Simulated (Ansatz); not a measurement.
# Starting-point dependence of the GW gap of GaP (F-43m), part 2 of 2

One-shot GW is not self-consistent; how far does the start matter for GaP (F-43m)?

Ansatz 0.2.0; G0W0 on several functionals, plane waves, PAW. Known limits of the many-body steps: not at the basis limit; no spin-orbit coupling.

So far. Step 2 (G0W0 on LDA): The gap on the mesh goes from 1.49 eV to 2.17 eV, a correction of +0.68 eV. Between the two edge states, bare exchange in place of the xc potential would open the gap by 5.41 eV, and correlation takes back 4.74 eV. Step 3 (G0W0 on PBE): Against the run with 8×8×8 mesh, 363 empty bands, screening to 250 eV, hard PAW files on LDA, the gap moves by +0.04 eV, while the start moved by +0.15 eV.

In doubt: masses and optical values from hybrid runs of this build are listed as unsure (steps 4, 5), which bears on the screening that GW takes from such a start.

### 4. G0W0 on HSE06

This step: G0W0 on HSE06, plane waves, PAW.

Contents of input.yaml:

```yaml
crystal:
  lattice:
    - [0.0, 2.72525, 2.72525]
    - [2.72525, 0.0, 2.72525]
    - [2.72525, 2.72525, 0.0]
  atoms:
    - { symbol: Ga, position: [0.0, 0.0, 0.0] }
    - { symbol: P, position: [0.25, 0.25, 0.25] }
kpoints:
  mp_grid: { grid: [8, 8, 8] }
hamiltonian:
  xc: hse06
  pseudopotentials: { kind: paw, source: ansatz }
scf:
  occupations: { method: fixed }
gw:
  n_empty_bands: 363
  ecut_chi: 250
  qp_bands: [v2, c2]
  qp_kpoints: band_edges
  screening: { model: contour_deformation }
```

On the command line:

```
$ ansatz run input.yaml --threads 3 --pin off --max-ram 92160MiB --backend cuda --events-out ev --progress --plain --runs-dir out --devices 1 --max-vram 13GiB
```

Numbers of over 12 decimals in the logs are rounded to 6 here.

Log:

```text
GPUs: using 1 of 1 available (devices: 1).
[...]
davidson cushion auto → on  (no smearing: the cushion is to keep the highest requested band from converging to the state above it; pin scf.eigensolver.cushion to override)
[...]
GPU FFT provider: cuFFT
GPU libraries: cuBLAS 13.8.2, cuFFT 12.4.0, cuSOLVER 12.3.4
Crystal: 2 atoms, lattice volume = 40.481 Å³
Basis set: ecut = 1020 eV, 2975 PW (Γ)
[...]
1    14     10.8184    -9.5365    -4.1687   -13.5839  0.8006    10.6973    10.6971  root
     1    15     12.5783    -7.3677    -4.3535   -11.5991  0.7942    12.4563    12.4561  root
[...]
28    12      3.5314   -15.7599     2.2037   -13.2586  0.7558     3.2322     3.2338  root
    28    13      3.7369   -15.1619     2.0163   -12.8269  0.7623     3.4166     3.4183  root
    28    14     12.9345    -6.9681    -4.3167   -11.0666  0.7901    12.7169    12.7163  root
    28    15     13.4144    -8.5580    -4.9778   -13.4044  0.7692    13.2833    13.2830  root
[key lines of the parts left out:]
Free energy (F): -9171.610461 eV
Fermi energy:    7.431761 eV
```

Elapsed: 4.3 min, on 1 × NVIDIA H100 80GB HBM3 (shared by 6 runs) with 3 threads of AMD EPYC 7R13 (Zen 3), shared host; peak memory 9.6 GiB; 8.3 min of CPU time.

This step gave:

* bands summed: 376
* RPA ε∞ on this mesh (eigenvalues): 7.773, 7.773, 7.773
* plane waves in the screening matrix: 339
* G0W0 gap on the mesh: 2.509 eV
* k of the valence top: 0, 0, 0
* k of the conduction bottom: 0, -0.5, -0.5
* starting gap on the mesh: 2.287 eV
* least direct G0W0 gap on the computed points: 3.054 eV

Against the run with 8×8×8 mesh, 363 empty bands, screening to 250 eV, hard PAW files on PBE, the gap moves by +0.30 eV, while the start moved by +0.64 eV.

### 5. G0W0 on PBE0

This step: G0W0 on PBE0, plane waves, PAW.

Changes to input.yaml since step 4:

```diff
@@ -11,3 +11,3 @@
 hamiltonian:
-  xc: hse06
+  xc: pbe0
   pseudopotentials: { kind: paw, source: ansatz }
```

Log:

```text
GPUs: using 1 of 1 available (devices: 1).
[...]
GPU FFT provider: cuFFT
GPU libraries: cuBLAS 13.8.2, cuFFT 12.4.0, cuSOLVER 12.3.4
Crystal: 2 atoms, lattice volume = 40.481 Å³
Basis set: ecut = 1020 eV, 2975 PW (Γ)
Bands: 17, of which v1, the nominal top of the filled ones, is band 13 counted from 1 (12 counted from 0)
Symmetry: 24 space group operations
[...]
k-points: 29 of 512 (time reversal used)
[...]
1    14     11.1291    -9.5249    -4.0966   -13.2835  0.8124    10.7918    10.7909  root
     1    15     12.9288    -7.3583    -4.2496   -11.2458  0.8073    12.5679    12.5667  root
[...]
28    12      3.1198   -15.7691     2.0667   -13.6773  0.7739     3.0946     3.0946  root
    28    13      3.3273   -15.1787     1.8888   -13.2499  0.7793     3.2872     3.2873  root
    28    14     13.2987    -6.9471    -4.2019   -10.6801  0.8041    12.8320    12.8299  root
    28    15     13.7942    -8.5546    -4.8462   -13.0237  0.7853    13.4188    13.4171  root
[key lines of the parts left out:]
Free energy (F): -9171.824749 eV
Fermi energy:    7.098614 eV
```

Elapsed: 4.1 min, on 1 × NVIDIA H100 80GB HBM3 (shared by 6 runs) with 3 threads; peak memory 9.4 GiB.

This step gave:

```yaml
bands_summed: 376
rpa_eps_infinity_on_this_mesh_eigenvalues: 6.879, 6.879, 6.879
plane_waves_in_the_screening_matrix: 339
g0w0_gap_on_the_mesh: 2.669 eV
k_of_the_valence_top: 0, 0, 0
k_of_the_conduction_bottom: 0, -0.5, -0.5
starting_gap_on_the_mesh: 2.945 eV
least_direct_g0w0_gap_on_the_computed_points: 3.219 eV
```

Against the run with 8×8×8 mesh, 363 empty bands, screening to 250 eV, hard PAW files on HSE06, the gap moves by +0.16 eV, while the start moved by +0.66 eV.

### 6. Side by side

All on the 8×8×8 mesh with 363 empty bands and screening to 250 eV. Times are wall times on 1 × NVIDIA H100 80GB HBM3 (shared by 6 runs) with 3 threads of AMD EPYC 7R13 (Zen 3), shared host. The host was busy with other work, so they are no guide to cost.

```tsv
start	starting gap (eV)	shift (eV)	G0W0 gap (eV)	RPA ε∞ (harmonic mean)	Z (valence, conduction)	time
LDA	1.49	+0.68	2.17	11.54	0.76, 0.79	2.6 min
PBE	1.64	+0.57	2.21	10.54	0.77, 0.79	2.2 min
HSE06	2.29	+0.22	2.51	7.77	0.79, 0.82	4.3 min
PBE0	2.95	−0.28	2.67	6.88	0.80, 0.83	4.1 min
```

The parts of the quasiparticle energy at the two band edges (eV; QP = start + Σx + Σc − Vxc):

```tsv
run	edge	start	Σx	Σc	Vxc	Z	QP
LDA	valence top	7.63	-17.02	0.90	-15.61	0.76	7.12
LDA	conduction bottom	9.13	-7.00	-3.83	-11.01	0.79	9.30
PBE	valence top	7.87	-17.07	1.00	-15.40	0.77	7.20
PBE	conduction bottom	9.52	-6.94	-3.77	-10.60	0.79	9.41
HSE06	valence top	7.43	-16.98	0.96	-15.63	0.79	7.04
HSE06	conduction bottom	9.72	-6.61	-3.67	-10.11	0.82	9.55
PBE0	valence top	7.10	-17.00	0.90	-15.97	0.80	6.96
PBE0	conduction bottom	10.04	-6.60	-3.59	-9.79	0.83	9.63
```

For a hybrid start, Vxc holds its share of exact exchange.

### 7. What came out

| Quantity | Value |
| --- | --- |
| G0W0@LDA | 2.17 eV (start 1.49 eV) |
| G0W0@PBE | 2.21 eV (start 1.64 eV) |
| G0W0@HSE06 | 2.51 eV (start 2.29 eV) |
| G0W0@PBE0 | 2.67 eV (start 2.95 eV) |
| known limits | not at the basis limit; no spin-orbit coupling |

**Reading.** The starting gaps span 1.45 eV and the G0W0 gaps 0.50 eV. Between LDA and PBE0, 0.50 eV of the 1.45 eV survives, 34 %. PBE0 screens less than LDA (ε∞ 6.88 against 11.54). Of the 0.50 eV by which its G0W0 gap is higher, the correlation part gives +0.24 eV, and exchange with the one-particle terms, which follow the orbitals, +0.26 eV. On PBE0 the correction is negative: that start lies above its own G0W0 value. The smallest correction, +0.22 eV, is on HSE06, the start nearest to reproducing itself, though another is as near within the errors. Bands and cutoff are finite, so the gap is not at the basis limit. The miss can reach some tenths of an eV and take either sign; the mesh is an error of its own. The many-body steps are scalar-relativistic: spin-orbit coupling is not in them.

[Paths, hosts, dates, memory and timing lines, banners, echoed tables and standing remarks are left out of the program output.]

[Logs are printed without paths, hosts, clocks, repeated set-up lines and the standing remarks that a program may print on its own settings, such as how far it seeks lower states.]

[Runs of the session that timed out or met a known fault of the program may be left out.]

[Cells called generated may have been cut or substituted from an entry of the Crystallography Open Database or the Materials Project.]

[Hosts, paths, dates, database ids (printed as entryN), source tags and the programs' standing remarks are cut or masked in the printed files.]
